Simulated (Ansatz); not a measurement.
# Stack of 1T-PtSe2 under 1T-SnS2 , upper layer turned by 180° in a perpendicular field, part 2 of 3

What dipole does a perpendicular field induce in the stack of 1T-PtSe2 under 1T-SnS2 , upper layer turned by 180°, and does the gap follow? A positive field points along +c.

Ansatz 0.2.0; plane-wave DFT, PBE-D3(BJ), Ansatz PAW.

So far. Step 2 (Relaxing the slab): The lattice constant a goes from 3.725 to 3.698 Å.

## 3. Atoms held, field 0, start network

A sawtooth potential applies the field, turning back in the middle of the vacuum. With the dipole correction the typed value is the field outside the slab. The induced dipole is small, so the SCF threshold is tight.

The cell differs from the one that the last finished run ended in (c 45.233 → 26.382 Å).

Input file input.yaml:

```yaml
crystal:
  lattice:
    - [3.6982434521, 0.0, 0.0]
    - [-1.8491217261, 3.2027727789, 0.0]
    - [0.0, 0.0, 26.38171319]
  atoms:
    - { symbol: Se, position: [0.6666666667, 0.3333333333, 0.3411453963] }
    - { symbol: Pt, position: [0.0, 0.0, 0.3917974413] }
    - { symbol: Se, position: [0.3333333333, 0.6666666667, 0.4415777467] }
    - { symbol: S, position: [0.6666666667, 0.3333333333, 0.5473072484] }
    - { symbol: Sn, position: [0.3333333333, 0.6666666667, 0.6031730708] }
    - { symbol: S, position: [0.0, 0.0, 0.6588546037] }
kpoints:
  mp_grid: { grid: [12, 12, 1] }
  band_path:
    path: [[0, 0, 0], [0.5, 0, 0], [0.33333333, 0.33333333, 0], [0, 0, 0]]
    npoints: 16
hamiltonian:
  xc: pbe
  dispersion: d3bj
scf:
  occupations: { method: fermi_dirac, width: 0.02585 }
  convergence: { dr2_threshold: 1.0e-10 }
efield:
  axis: 3
  dipole_correction: true
  ramp_position: 0.97
  ramp_width: 0.06
  amplitude: 0
output:
  dos: { projected: true, e_range: [-6, 5] }
  write_potential: true
  write_density: true
  volumetric_format: npy
  elf: true
```

On the command line:

```
$ ansatz run input.yaml --threads 4 --pin off --max-ram 8192MiB --backend cpu --events-out ev --progress --plain --runs-dir out
```

Output:

```text
[...]
Crystal: 6 atoms, lattice volume = 312.482 Å³
Basis set: ecut = 420 eV, 6113 PW (Γ)
Bands: 46, of which v1, the nominal top of the filled ones, is band 38 counted from 1 (37 counted from 0)
Symmetry: 6 space group operations
[...]
k-points: 19 of 144 (time reversal used)
[...]
SCF iter   1: F=—  HF=-31293.705540 eV  |F-HF|=—  |Δ(HF+E_count)|=         —  Δρ=1.96e-3  dr2=1.13e-1  ethr=1.77e-3  p=-0.036 e·Å  D=-2.10e-2 V/Å  ΔV_dip=0.55 eV  dr2_dipole=3.42e-2  V_vac-E_F(+/−)=5.57/5.01 eV  ⟨swp⟩=10.4  Hψ=4033  notcnv=0  defer=4
efield: sawtooth ramp at fractional position 0.9700 (set: `efield.ramp_position`, or a place that a band, a saddle search or an elastic batch's reference lends), width 0.0600; the density the first Hamiltonian is built on has a dipole p = -0.036 e·Å; the dipole correction subtracts the counter field D = -2.10e-2 V/Å, which shifts the + side's vacuum level by +0.55 eV against the − side's; the planar-averaged density in the ramp window peaks in size at 1.4e-5 e/Å³
[...]
SCF iter   2: F=—  HF=-31293.709596 eV  |F-HF|=—  |Δ(HF+E_count)|=   4.06e-3  Δρ=3.28e-3  dr2=3.23e-1  ethr=1.49e-4  p=0.039 e·Å  D=2.28e-2 V/Å  ΔV_dip=-0.60 eV  dr2_dipole=1.14e-1  V_vac-E_F(+/−)=5.19/5.79 eV  ⟨swp⟩=3.2  Hψ=1472  notcnv=0  defer=57
[...]
SCF iter  12: F=-31293.682350 eV  HF=-31293.682350 eV  |F-HF|=7.28e-12  |Δ(HF+E_count)|=  1.82e-11  Δρ=4.86e-8  dr2=8.44e-12  ethr=1.00e-12  p=0.005 e·Å  D=2.94e-3 V/Å  ΔV_dip=-0.08 eV  dr2_dipole=3.83e-13  V_vac-E_F(+/−)=5.38/5.46 eV  ⟨swp⟩=12.8  Hψ=2712  notcnv=0
SCF 1 converged in 12 iterations: F = -31293.682350 eV  dr2 = 8.44e-12
[...]
NSCF: frozen V_eff on 49 k-points
efield: sawtooth ramp at fractional position 0.9700 (kept from the solve that this one continues, or follows in the run), width 0.0600; the density the first Hamiltonian is built on has a dipole p = 0.005 e·Å; the dipole correction subtracts the counter field D = 2.94e-3 V/Å, which shifts the + side's vacuum level by -0.08 eV against the − side's; the planar-averaged density in the ramp window peaks in size at 1.2e-5 e/Å³
WARN: The output density's exchange-correlation potential varies sharply where the density is thin. Do not read a vacuum level from v_tot or v_xc, or from such a field of the output density. On a cell that repeats whose density bears no net charge and no dipole along the vacuum's axis use v_es (v_loc + v_h of the components); under efield.dipole_correction with no amplitude use v_es + v_field, which holds any externa [...]
SCF converged after 12 iterations
Free energy (F): -31293.682350 eV
[...]
Internal energy: -31293.682030 eV  (E = F + TS)
E sigma→0 (E₀):  -31293.682190 eV
Entropy (-TS):   -0.000320 eV (-0.053 meV/atom)
Fermi energy:    0.926281 eV
Dipole field:    D = 0.002939 V/Å  (p = 0.005076 e·Å, saw-weighted, corrected)
Work function:   Φ+ = 5.3810 eV   Φ− = 5.4585 eV
Levels:          The Fermi level and band energies are counted from a zero that moves with the ramp; work functions are not
[...]
--- Band table (eV; the first three rows and the last of 19) ---
  k-point 0: bands = [... 34 lower, -0.5397, 0.2684, 0.7016, 0.7016, 2.0624, 3.2397, 3.6706, 3.6706, ... 4 higher]
  k-point 1: bands = [... 34 lower, -0.6028, 0.3805, 0.7073, 0.7192, 2.2685, 3.1889, 3.5555, 3.6303, ... 4 higher]
  k-point 2: bands = [... 34 lower, -0.5783, 0.4382, 0.6403, 0.7742, 2.1959, 2.5627, 3.3464, 4.1693, ... 4 higher]
  k-point 18: bands = [... 34 lower, -1.2394, -1.0550, -0.3118, -0.2466, 2.0180, 2.5864, 2.6564, 5.4561, ... 4 higher]
```

Elapsed: 21 s, on 4 threads of Arm Neoverse V1, shared host; peak memory 0.94 GiB.

Numbers from this step:

* energy at zero smearing: -31293.6822 eV
* dipole along the normal: 0.005076 e·Å
* gap along the path: 0.2107 eV
* smallest direct gap along the path: 1.288 eV
* step between the vacuum levels: -0.07755 eV
* ionisation energy, upper face: 5.497 eV
* electron affinity, upper face: 5.287 eV
* ionisation energy, lower face: 5.575 eV
* gap, the smaller of path and mesh: 0.2107 eV

Running mean over a fixed 2.8 Å (it still follows the layers) of the planar mean; the ramp of the sawtooth is left out. The electron's electrostatic potential energy less the Fermi level by z:

z (Å), electron's electrostatic potential energy less the Fermi level (eV) and a bar from the least value:
```
        4       5.46 ##############################
        5       5.46 ##############################
        6       5.41 ##############################
        7       4.55 ############################
        8       1.56 #####################
        9      -3.76 #########
       10      -7.56 
       11      -7.07 #
       12      -1.92 #############
       13       0.20 ##################
       14      -1.40 ##############
       15      -3.85 #########
       16      -4.84 ######
       17      -3.36 ##########
       18      -0.40 #################
       19       3.58 ##########################
       20       5.28 ##############################
       21       5.38 ##############################
       22       5.38 ##############################
       23       5.38 ##############################
```

The density of states has structure finer than the step of the table below, so its rows give means over 0.25 eV. Peaks (eV: height): -5.370: 13.2, -5.120: 13.7, -4.950: 11.4, -2.530: 18.7, -2.470: 18.9, -2.170: 11.3, -1.950: 10.4.

The density of states by energy, zero at the Fermi level of the run, which the smearing sets inside the gap; means over each step:

| energy (eV) | density of states (states/eV a cell) |
| --- | --- |
| -5.75 | 2.14 |
| -5.50 | 4.24 |
| -5.25 | 6.62 |
| -5.00 | 7.66 |
| -4.75 | 3.36 |
| -4.50 | 4.14 |
| -4.25 | 4.17 |
| -4.00 | 5.44 |
| -3.75 | 6.28 |
| -3.50 | 5.72 |
| -3.25 | 4.86 |
| -3.00 | 2.36 |
| -2.75 | 2.30 |
| -2.50 | 10.3 |
| -2.25 | 5.70 |
| -2.00 | 6.92 |
| -1.75 | 5.89 |
| -1.50 | 5.25 |
| -1.25 | 2.32 |
| -1.00 | 2.94 |
| -0.75 | 2.75 |
| -0.50 | 3.65 |
| -0.25 | 3.38 |
| 0.00 | 0.0309 |
| 0.25 | 0.660 |
| 0.50 | 0.923 |
| 0.75 | 1.16 |
| 1.00 | 2.44 |
| 1.25 | 2.90 |
| 1.50 | 4.47 |
| 1.75 | 2.30 |

Projected DOS per atom over height of the atomic layer and energy from the Fermi level. Layers: Se Pt Se S Sn S from below.

Ten even steps from '_' (0.00 states/eV) to '@' (4.43 states/eV), each cell a mean:
```
::::::______
::::::______
______......
________..__
____________
____________
::__::______
::..::______
......______
::::::______
......==__++
..::..==__==
..@@..::__::
__..__..__..
__==__::__::
..==..::..::
::==........
..::........
..::..______
::%%--..____
..--........
__....______
```
Columns: height of the atomic layer (Å) from 9 to 17.4 (not evenly spaced); rows upwards: energy from the Fermi level (eV) from -5.96 to 2.05.

The electronic bands at the labelled points (eV, zero at the Fermi level of the run, which the smearing sets inside the gap):

| point | band 35 | band 36 | band 37 | band 38 | band 39 | band 40 | band 41 | band 42 |
| --- | --- | --- | --- | --- | --- | --- | --- | --- |
| Γ | -1.47 | -0.66 | -0.22 | -0.22 | 1.14 | 2.31 | 2.74 | 2.74 |
| halfway | -1.56 | -0.84 | -0.56 | -0.38 | 1.02 | 1.35 | 2.32 | 3.53 |
| M | -2.11 | -2.07 | -1.69 | -1.39 | 0.09 | 2.19 | 2.47 | 3.29 |
| halfway | -2.13 | -1.99 | -1.43 | -1.11 | 0.82 | 1.72 | 2.09 | 4.37 |
| K | -2.17 | -1.98 | -1.24 | -1.17 | 1.09 | 1.66 | 1.73 | 4.53 |
| halfway | -1.83 | -1.14 | -0.85 | -0.21 | 1.29 | 1.62 | 1.72 | 4.10 |
| Γ | -1.47 | -0.66 | -0.22 | -0.22 | 1.14 | 2.31 | 2.74 | 2.74 |

Valence density in the ca plane at fractional y = 0.000, with atoms of Pt and S within 0.2 Å of it. It is the smooth field of the valence electrons, not physical close to the nuclei.

Ten steps, logarithmic in the rise over the least value, from '0' (0 e/Å³) to '9' (11 e/Å³), each cell a mean:
```
00000000001258998521000000000123444542100000
00000000001246776321000000111123455432000000
00000000012233443322100011222222333321000000
00000000112322222322110112332222222110000000
00000000122322222332211123333332211000000000
00000000122322222332211122333322211100000000
00000000112233333322110112222222222210000000
00000000011235664321100001111122344421000000
00000000001247997421000000000123455542100000
00000000001268998521000000000123542543100000
```
Columns run along c (16.0 Å, from fractional 0.19 to 0.80 of the cell), rows up along a (3.7 Å). Atoms in or near the plane, at fractional coordinates: Pt at (0.39, 0.00), S at (0.66, 0.00).

Electrostatic potential energy in the ca plane at fractional y = 0.000, with atoms of Pt and S within 0.2 Å of it. With pseudopotentials it is smooth inside the atoms' cores, unlike the true potential.

Values in eV, 6 rows by 16 columns, each cell a mean:
```
  6   6   6   5 -14 -38  -9   5   6   4   3  -7 -33  -4   6   6
  6   6   6   4  -1 -11   0   4   5   3   0  -1  -5   4   6   6
  6   6   6   1  -1   3  -2   2   4   0  -5  -5   3   6   6   6
  6   6   6   2   0   1  -1   3   5   1  -3  -4   3   5   6   6
  6   6   6   4  -4 -23  -2   5   5   4   1  -2 -14   2   6   6
  6   6   6   5 -17 -39 -12   5   6   5   3  -9 -33  -7   6   6
```
Columns run along c (16.0 Å, from fractional 0.19 to 0.80 of the cell; values clipped at the 3rd and 97th percentile), rows up along a (3.7 Å). Atoms in or near the plane, at fractional coordinates: Pt at (0.39, 0.00), S at (0.66, 0.00).

ELF in the ca plane at fractional y = 0.000, with atoms of Pt and S within 0.2 Å of it. It is the smooth field of the valence electrons, not physical close to the nuclei.

Ten even steps from '0' (0.00) to '9' (0.93), each cell a mean:
```
00001235777532100000000025872499974100000000
00011233565332100001111114788899853100000000
01234443333344320024543223578887531000000000
13466664223466641146775322344432100000000000
24677764212566641157886322221000000000000000
13567664212566641147886322222211000000000000
02345554323455530035664322467665310000000000
00112333444333210012322123788998742000000000
00001234676432100000000015886799863100000000
00001246777632100000000025850299974200000000
```
Columns run along c (16.0 Å, from fractional 0.27 to 0.88 of the cell), rows up along a (3.7 Å). Atoms in or near the plane, at fractional coordinates: Pt at (0.39, 0.00), S at (0.66, 0.00).

The gap is 0.21 eV, with the valence edge 5.50 eV and the conduction edge 5.29 eV under the upper vacuum level. Spin-orbit coupling, left out in this run, matters for the bands of elements this heavy.

## 4. Single point, field 0.05 V/Å

input.yaml: that of step 3 with these lines changed.

```diff
@@ -28,5 +28,4 @@
   ramp_width: 0.06
-  amplitude: 0
+  amplitude: 0.05
 output:
-  dos: { projected: true, e_range: [-6, 5] }
   write_potential: true
@@ -34,2 +33 @@
   volumetric_format: npy
-  elf: true
```

Output:

```text
[...]
Crystal: 6 atoms, lattice volume = 312.482 Å³
Basis set: ecut = 420 eV, 6113 PW (Γ)
Bands: 46, of which v1, the nominal top of the filled ones, is band 38 counted from 1 (37 counted from 0)
Symmetry: 6 space group operations
[...]
k-points: 19 of 144 (time reversal used)
[...]
k-point 0: bands = [... 34 lower, -0.5589, 0.2575, 0.6836, 0.6836, 2.0720, 3.2504, 3.6525, 3.6525, ... 4 higher]
  k-point 1: bands = [... 34 lower, -0.5913, 0.3627, 0.6893, 0.7053, 2.2782, 3.1712, 3.5374, 3.6411, ... 4 higher]
  k-point 2: bands = [... 34 lower, -0.5671, 0.4159, 0.6224, 0.7611, 2.1936, 2.5581, 3.3283, 4.1816, ... 4 higher]
  k-point 18: bands = [... 34 lower, -1.2313, -1.0437, -0.3282, -0.2651, 2.0188, 2.5693, 2.6475, 5.4628, ... 4 higher]
[key lines of the parts left out:]
SCF converged after 15 iterations
Free energy (F): -31293.683413 eV
Fermi energy:    0.925067 eV
Dipole field:    D = 0.021668 V/Å  (p = 0.037417 e·Å, saw-weighted, corrected)
```

Run time: 22 s. Hardware: 4 threads; peak memory 0.84 GiB.

The dipole is 0.0374 e·Å, 0.0323 e·Å from its value without field, and the gap 0.235 eV.

## 5. Single point, field -0.05 V/Å

input.yaml: that of step 4 with these lines changed.

```diff
@@ -28,3 +28,3 @@
   ramp_width: 0.06
-  amplitude: 0.05
+  amplitude: -0.05
 output:
```

Output:

```text
[...]
Crystal: 6 atoms, lattice volume = 312.482 Å³
Basis set: ecut = 420 eV, 6113 PW (Γ)
Bands: 46, of which v1, the nominal top of the filled ones, is band 38 counted from 1 (37 counted from 0)
Symmetry: 6 space group operations
[...]
k-points: 19 of 144 (time reversal used)
[...]
k-point 0: bands = [... 34 lower, -0.5216, 0.2789, 0.7185, 0.7185, 2.0533, 3.2296, 3.6876, 3.6876, ... 4 higher]
  k-point 1: bands = [... 34 lower, -0.6136, 0.3974, 0.7241, 0.7323, 2.2592, 3.2056, 3.5725, 3.6200, ... 4 higher]
  k-point 2: bands = [... 34 lower, -0.5890, 0.4594, 0.6571, 0.7865, 2.1971, 2.5681, 3.3634, 4.1575, ... 4 higher]
  k-point 18: bands = [... 34 lower, -1.2472, -1.0655, -0.2965, -0.2290, 2.0166, 2.6026, 2.6654, 5.4495, ... 4 higher]
[key lines of the parts left out:]
SCF converged after 14 iterations
Free energy (F): -31293.682907 eV
Fermi energy:    0.927454 eV
Dipole field:    D = -0.015853 V/Å  (p = -0.027376 e·Å, saw-weighted, corrected)
```

Elapsed: 21 s, on 4 threads; peak memory 0.85 GiB; 83 s of CPU time.

The dipole is -0.0274 e·Å, -0.0325 e·Å from its value without field, and the gap 0.188 eV.

## 6. Atoms held, field 0.1 V/Å

input.yaml: that of step 5 with these lines changed.

```diff
@@ -26,5 +26,5 @@
   dipole_correction: true
-  ramp_position: 0.97
-  ramp_width: 0.06
-  amplitude: -0.05
+  ramp_position: 0.9526
+  ramp_width: 0.0891
+  amplitude: 0.1
 output:
```

Output:

```text
[...]
Crystal: 6 atoms, lattice volume = 312.482 Å³
Basis set: ecut = 420 eV, 6113 PW (Γ)
Bands: 46, of which v1, the nominal top of the filled ones, is band 38 counted from 1 (37 counted from 0)
Symmetry: 6 space group operations
[...]
k-points: 19 of 144 (time reversal used)
[...]
k-point 0: bands = [... 34 lower, -0.5745, 0.2506, 0.6692, 0.6692, 2.0864, 3.2661, 3.6380, 3.6380, ... 4 higher]
  k-point 1: bands = [... 34 lower, -0.5750, 0.3487, 0.6749, 0.6953, 2.2927, 3.1571, 3.5229, 3.6569, ... 4 higher]
  k-point 2: bands = [... 34 lower, -0.5509, 0.3972, 0.6081, 0.7518, 2.1943, 2.5589, 3.3139, 4.1986, ... 4 higher]
  k-point 18: bands = [... 34 lower, -1.2184, -1.0274, -0.3409, -0.2800, 2.0232, 2.5558, 2.6434, 5.4739, ... 4 higher]
[key lines of the parts left out:]
SCF converged after 15 iterations
Free energy (F): -31293.686091 eV
Fermi energy:    0.928265 eV
Dipole field:    D = 0.040353 V/Å  (p = 0.069685 e·Å, saw-weighted, corrected)
```

Wall time 22 s (4 threads); peak memory 0.85 GiB; 86 s of CPU time.

The dipole is 0.0697 e·Å, 0.0646 e·Å from its value without field, and the gap 0.260 eV.

## 7. Atoms held, field -0.1 V/Å

input.yaml: that of step 6 with these lines changed.

```diff
@@ -28,3 +28,3 @@
   ramp_width: 0.0891
-  amplitude: 0.1
+  amplitude: -0.1
 output:
```

Output:

```text
[...]
Crystal: 6 atoms, lattice volume = 312.482 Å³
Basis set: ecut = 420 eV, 6113 PW (Γ)
Bands: 46, of which v1, the nominal top of the filled ones, is band 38 counted from 1 (37 counted from 0)
Symmetry: 6 space group operations
[...]
k-points: 19 of 144 (time reversal used)
[...]
k-point 0: bands = [... 34 lower, -0.5096, 0.2837, 0.7292, 0.7292, 2.0398, 3.2153, 3.6984, 3.6984, ... 4 higher]
  k-point 1: bands = [... 34 lower, -0.6284, 0.4082, 0.7348, 0.7396, 2.2456, 3.2162, 3.5834, 3.6057, ... 4 higher]
  k-point 2: bands = [... 34 lower, -0.6037, 0.4743, 0.6678, 0.7930, 2.1924, 2.5691, 3.3742, 4.1414, ... 4 higher]
  k-point 18: bands = [... 34 lower, -1.2595, -1.0801, -0.2873, -0.2175, 2.0099, 2.6126, 2.6693, 5.4381, ... 4 higher]
[key lines of the parts left out:]
SCF converged after 14 iterations
Free energy (F): -31293.685090 eV
Fermi energy:    0.923706 eV
Dipole field:    D = -0.034725 V/Å  (p = -0.059966 e·Å, saw-weighted, corrected)
```

The job ended after 21 s (4 threads; peak memory 0.84 GiB).

The dipole is -0.0600 e·Å, -0.0650 e·Å from its value without field, and the gap 0.167 eV.

## 8. Atoms held, field 0.2 V/Å

input.yaml: that of step 7 with these lines changed.

```diff
@@ -28,3 +28,3 @@
   ramp_width: 0.0891
-  amplitude: -0.1
+  amplitude: 0.2
 output:
```

Output:

```text
[...]
Crystal: 6 atoms, lattice volume = 312.482 Å³
Basis set: ecut = 420 eV, 6113 PW (Γ)
Bands: 46, of which v1, the nominal top of the filled ones, is band 38 counted from 1 (37 counted from 0)
Symmetry: 6 space group operations
[...]
k-points: 19 of 144 (time reversal used)
[...]
k-point 0: bands = [... 34 lower, -0.6120, 0.2318, 0.6342, 0.6342, 2.1112, 3.2937, 3.6028, 3.6028, ... 4 higher]
  k-point 1: bands = [... 34 lower, -0.5458, 0.3144, 0.6400, 0.6696, 2.3176, 3.1229, 3.4878, 3.6847, ... 4 higher]
  k-point 2: bands = [... 34 lower, -0.5222, 0.3536, 0.5734, 0.7275, 2.1867, 2.5596, 3.2788, 4.2286, ... 4 higher]
  k-point 18: bands = [... 34 lower, -1.1970, -0.9979, -0.3725, -0.3157, 2.0250, 2.5229, 2.6325, 5.4913, ... 4 higher]
[key lines of the parts left out:]
SCF converged after 15 iterations
Free energy (F): -31293.696280 eV
Fermi energy:    0.930080 eV
Dipole field:    D = 0.077643 V/Å  (p = 0.134081 e·Å, saw-weighted, corrected)
```

Wall time 23 s (4 threads); peak memory 0.84 GiB; 88 s of CPU time.

The dipole is 0.134 e·Å, 0.129 e·Å from its value without field, and the gap 0.312 eV.

## 9. Atoms held, field -0.2 V/Å

input.yaml: that of step 8 with these lines changed.

```diff
@@ -28,3 +28,3 @@
   ramp_width: 0.0891
-  amplitude: 0.2
+  amplitude: -0.2
 output:
```

Output:

```text
[...]
Crystal: 6 atoms, lattice volume = 312.482 Å³
Basis set: ecut = 420 eV, 6113 PW (Γ)
Bands: 46, of which v1, the nominal top of the filled ones, is band 38 counted from 1 (37 counted from 0)
Symmetry: 6 space group operations
[...]
k-points: 19 of 144 (time reversal used)
[...]
k-point 0: bands = [... 34 lower, -0.4848, 0.2965, 0.7514, 0.7514, 2.0200, 3.1947, 3.7210, 3.7210, ... 4 higher]
  k-point 1: bands = [... 34 lower, -0.6501, 0.4315, 0.7560, 0.7570, 2.2256, 3.2384, 3.5849, 3.6060, ... 4 higher]
  k-point 2: bands = [... 34 lower, -0.6253, 0.5051, 0.6899, 0.8080, 2.1862, 2.5767, 3.3968, 4.1163, ... 4 higher]
  k-point 18: bands = [... 34 lower, -1.2769, -1.1015, -0.2678, -0.1934, 2.0010, 2.6341, 2.6813, 5.4217, ... 4 higher]
[key lines of the parts left out:]
SCF converged after 13 iterations
Free energy (F): -31293.694364 eV
Fermi energy:    0.921400 eV
Dipole field:    D = -0.072746 V/Å  (p = -0.125624 e·Å, saw-weighted, corrected)
```

Wall time 21 s (4 threads); peak memory 0.85 GiB.

The dipole is -0.126 e·Å, -0.131 e·Å from its value without field, and the gap 0.130 eV.

[end of part 2 of 3]

[Long decimals in the printed logs are rounded to 6 places.]

[Logs are printed without paths, hosts, clocks, repeated set-up lines and the standing remarks that a program may print on its own settings, such as how far it seeks lower states.]

[Hosts, paths, dates, database ids (printed as entryN), source tags and the programs' standing remarks are cut or masked in the printed files.]

[Maps of the electrostatic potential energy from Ansatz leave out the sawtooth potential of an applied field or a dipole correction, so their vacuum need not be flat; planar profiles and work functions include it.]

[The density of states shown here was stored with 400 of the rows of the run's finer table, so its peaks can read low, often by over a quarter, or be missed, and its means over a window can be off by a tenth or more.]
